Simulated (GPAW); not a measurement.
# Li/Ti(0001): work function by functional and basis, part 2 of 2

Wanted: work functions and dipole of Li/Ti(0001), with the cost of each level.

GPAW 26.7.0; GPAW, PAW setups; slab in vacuum, relaxation (the session's first sound run).

So far, upper work function (eV): step 2 (relaxation, PBE, GPAW) 3.25; step 6 (self-consistent run: xc = "LDA") 3.36; step 7 (self-consistent run: xc = "vdW-DF2", GPAW, PAW setups, GPAW) 3.35; step 8 (OptPBE vdW: xc = "optPBE-vdW", GPAW, PAW setups, GPAW) 3.35; step 9 (real-space grid: mode = "fd", PBE, GPAW) 3.25.

## (10) Atomic orbitals: mode = "lcao"

Atom-centred orbitals end a few angstrom from the surface, which tests how much the density's tail matters.

The input, run.py:

```python
import json
import numpy as np
from ase import Atoms
from gpaw import GPAW

slab = Atoms(
    ['Ti', 'Ti', 'Ti', 'Ti', 'Li'],
    positions=[
        [2.95000, 1.70318, 8.00000],
        [0.00000, 0.00000, 10.34230],
        [2.95000, 1.70318, 12.71755],
        [-0.00000, 0.00000, 14.96383],
        [1.47500, 0.85159, 17.40227]],
    cell=[[2.95, 0.0, 0.0], [1.475, 2.55477, 0.0], [0.0, 0.0, 25.45562]],
    pbc=[True, True, False])

slab.calc = GPAW(mode='lcao', basis='dzp', h=0.18, xc='PBE', kpts={'size': (12, 12, 1), 'gamma': True},
                 occupations={'name': 'fermi-dirac', 'width': 0.1}, nbands='120%',
                 convergence={'density': 1e-05}, maxiter=200,
                 poissonsolver={'dipolelayer': 'xy'},
                 symmetry={'tolerance': 1e-3}, txt='slab.txt')
result = {}
energy = slab.get_potential_energy()
fermi = slab.calc.get_fermi_level()
v = slab.calc.get_electrostatic_potential().mean((0, 1)) - fermi
n = slab.calc.get_pseudo_density().mean((0, 1))
L = slab.cell[2, 2]
z = np.arange(len(v)) * L / len(v)
low, high = slab.positions[:, 2].min(), slab.positions[:, 2].max()
below, above = np.interp([low - 5.8, high + 5.8], z, v)
slopes = [np.interp(x, z, np.gradient(v, z)) for x in (low - 5.8, high + 5.8)]
eps = np.array([[slab.calc.get_eigenvalues(k, s) for k in range(len(slab.calc.get_ibz_k_points()))]
                for s in range(slab.calc.get_number_of_spins())]) - fermi
top, bottom = eps[eps < 0].max(), eps[eps > 0].min()
dipole = slab.get_dipole_moment()[2]
print(f'energy {energy:.4f} eV, Fermi level {fermi:.4f} eV, dipole {dipole:.5f} e A')
print(f'potential 5.8 A off the faces, from the Fermi level: lower {below:.4f} eV, upper {above:.4f} eV')
print(f'slope of the potential there: lower {slopes[0]:.5f}, upper {slopes[1]:.5f} eV/A')
print(f'nearest levels on the mesh: {top:.4f} and {bottom:.4f} eV')
print('magnetic moment', round(slab.get_magnetic_moment(), 3))
result.update(energy=energy, fermi=fermi, dipole=dipole, below=below, above=above, slopes=slopes, edges=[top, bottom],
              z=z.tolist(), v=v.tolist(), n=n.tolist(), positions=slab.positions.tolist(),
              forces=slab.get_forces(apply_constraint=False).tolist(), moments=slab.get_magnetic_moments().tolist())
json.dump(result, open('result.json', 'w'))
```

The run is started by

```console
> OMP_NUM_THREADS=1 OPENBLAS_NUM_THREADS=1 python run.py
```

What it wrote:

```text
energy -26.6486 eV, Fermi level -3.7212 eV, dipole 0.05671 e A
potential 5.8 A off the faces, from the Fermi level: lower 4.4019 eV, upper 3.0406 eV
slope of the potential there: lower -0.00000, upper -0.00000 eV/A
nearest levels on the mesh: -0.0099 and 0.0008 eV
magnetic moment 0.0
```

The job ended after 17 min (1 thread of Arm Neoverse V2, shared host; peak memory 0.4 GiB).

This step gave:

| Property | Result |
| --- | --- |
| dipole along the normal | 0.05671 e·Å |
| levels nearest the Fermi level on the mesh | -0.009945, 8.25e-4 eV from the Fermi level |
| upper work function | 3.041 eV |
| lower work function | 4.402 eV |

The electrostatic potential energy of an electron (without an applied field's), less the Fermi level, planar mean oscillates, so the rows of the table below give means over windows of 2.36 Å about each position, cut where the curve ends. Its maxima inside the range that stand out by 2 % of the span (Å: eV): 2.4: 4.40, 9.2: -0.209, 11.5: -0.205, 13.8: -0.937, 16.4: 1.39. Its minima: 8.0: -19.7, 10.4: -19.5, 12.7: -19.4, 15.0: -19.4, 17.5: -4.01.

The electrostatic potential energy of an electron (without an applied field's), less the Fermi level, planar mean by z; means over each step:

```tsv
z (Å)	electrostatic potential energy of an electron (without an applied field's), less the Fermi level, planar mean (eV)
1.18	4.39
3.54	4.40
5.90	3.17
8.26	-8.41
10.62	-8.21
12.98	-8.43
15.34	-7.85
17.70	-0.926
20.06	2.85
22.42	3.04
24.78	3.04
```

The upper face's work function is 3.041 eV, against 3.253 eV in the first plane-wave PBE run at this geometry.

## (11) All levels side by side

Times are for 1 thread of Arm Neoverse V2, shared host. Results by setting:

```tsv
no.	run	upper work function (eV)	lower work function (eV)	time	memory (GiB)
1	pw	3.253	4.418	3.7 min	0.26
2	RPBE	3.192	4.308	4.1 min	0.26
3	revPBE	3.190	4.318	4 min	0.26
4	LDA	3.362	4.598	3.2 min	0.26
5	vdW DF2	3.345	4.629	3.5 min	0.38
6	optPBE vdW	3.349	4.562	4 min	0.38
7	fd	3.252	4.415	20 min	1.3
8	lcao	3.041	4.402	17 min	0.4
```

## (12) Side by side

Results and costs are gathered.

This step: comparison of work functions, dipole and cost (GPAW 26.7.0).

Ladder, by row:

```tsv
step	code	work function, upper (eV)	work function, lower (eV)	dipole (e Å)	wall time (s)	peak memory (GiB)	threads
pw	GPAW	3.253	4.418	0.04845	221.3	0.26	1
RPBE	GPAW	3.192	4.308	0.04643	248.5	0.26	1
revPBE	GPAW	3.191	4.318	0.04689	240.2	0.26	1
LDA	GPAW	3.362	4.598	0.05141	192.4	0.26	1
vdW-DF2	GPAW	3.345	4.629	0.05339	209.6	0.38	1
optPBE-vdW	GPAW	3.349	4.562	0.05045	241.9	0.38	1
fd	GPAW	3.252	4.415	0.04845	1225	1.28	1
lcao	GPAW	3.041	4.402	0.05671	996	0.4	1
```

## (13) A changed run

One more run, with changed settings.

This step: GPAW, PAW setups; slab in vacuum (GPAW 26.7.0).

Edit run.py of step 10 so:

```diff
@@ -16,5 +16,5 @@
 
-slab.calc = GPAW(mode='lcao', basis='dzp', h=0.18, xc='PBE', kpts={'size': (12, 12, 1), 'gamma': True},
-                 occupations={'name': 'fermi-dirac', 'width': 0.1}, nbands='120%',
-                 convergence={'density': 1e-05}, maxiter=200,
+slab.calc = GPAW(mode='fd', h=0.4, xc='PBE', kpts={'size': (12, 12, 1), 'gamma': True},
+                 occupations={'name': 'fermi-dirac', 'width': 0.1}, nbands='300%',
+                 convergence={'density': 1e-05}, maxiter=75,
                  poissonsolver={'dipolelayer': 'xy'},
```

What it wrote:

```text
energy -19.8528 eV, Fermi level -3.8948 eV, dipole 0.04759 e A
potential 5.8 A off the faces, from the Fermi level: lower 4.4657 eV, upper 3.3236 eV
slope of the potential there: lower -0.00027, upper 0.00063 eV/A
nearest levels on the mesh: -0.0297 and 0.0234 eV
magnetic moment 0.0
```

Wall time 2.2 min (1 thread); peak memory 0.25 GiB.

The run finished. A setting was moved off its sound value on purpose, so it serves as a test and not as the result.

The fault put into the input: a grid far too coarse (mode = "fd" and h = 0.4).

Side by side:

```tsv
quantity	this run	sound run	difference
dipole along the normal (e·Å)	0.047591	0.048454	-8.6e-4
upper work function (eV)	3.3236	3.2531	0.0705
lower work function (eV)	4.4657	4.4177	0.0480
```

The two runs differ clearly in the upper work function: 3.32 eV against 3.25 eV.

## (14) What came out

```json
{"work function, upper and lower face": "3.253 and 4.418 eV", "dipole along the normal": "0.0485 e Å"}
```

In words: With plane waves and PBE the work function is 3.25 eV on the upper face and 4.42 eV on the lower. The two faces differ by 1.2 eV, the step that the slab's dipole makes (e p/(ε0 A) gives 1.2 eV), so the dipole layer is needed. Over the sound runs of the table the upper face's work function spans 3.041 (lcao) to 3.362 eV (LDA). Atomic orbitals miss the plane-wave value by -0.21 eV, since they describe the tail of the density in the vacuum poorly. The cell of 7.54 Å² holds one Li, started on one chosen site; other sites and coverages weren't tried. The runs had no spin polarisation, so a magnetic state, which thin layers of d-metal atoms can have, wasn't tested. The in-plane lattice was kept as typed, which isn't the functional's own and leaves some strain; spin-orbit coupling and temperature are left out.

[Logs are printed without paths, hosts, clocks, repeated set-up lines and the standing remarks that a program may print on its own settings, such as how far it seeks lower states.]

[Hosts, paths, dates, database ids (printed as entryN), source tags and the programs' standing remarks are cut or masked in the printed files.]
